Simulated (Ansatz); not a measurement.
# Work function of fcc Sr face by face (PBEsol)

Does the work function of Sr follow how densely a face is packed?

All values are computed: Ansatz 0.2.0, PBEsol, plane waves, scalar-relativistic unless marked; slabs or sheets with vacuum, the vacuum level from the planar mean of the electrostatic potential.

| face | atoms in the slab | top-layer atoms per Å² | work function (eV) |
| --- | --- | --- | --- |
| (211) | 16 | 0.022 | 2.52 |
| (110) | 8 | 0.038 | 2.60 |
| (100) | 6 | 0.054 | 2.53 |
| (111) | 6 | 0.062 | 2.60 |

The densest face listed is +0.08 eV against the most open one. The two ends fit Smoluchowski's order, but the faces between don't rise in step with packing, so thin-slab scatter or the band structure matters as much.

The slabs are 1×1 cuts on the parent's lattice, 14.4 to 17.8 Å between the outer relaxed layers.
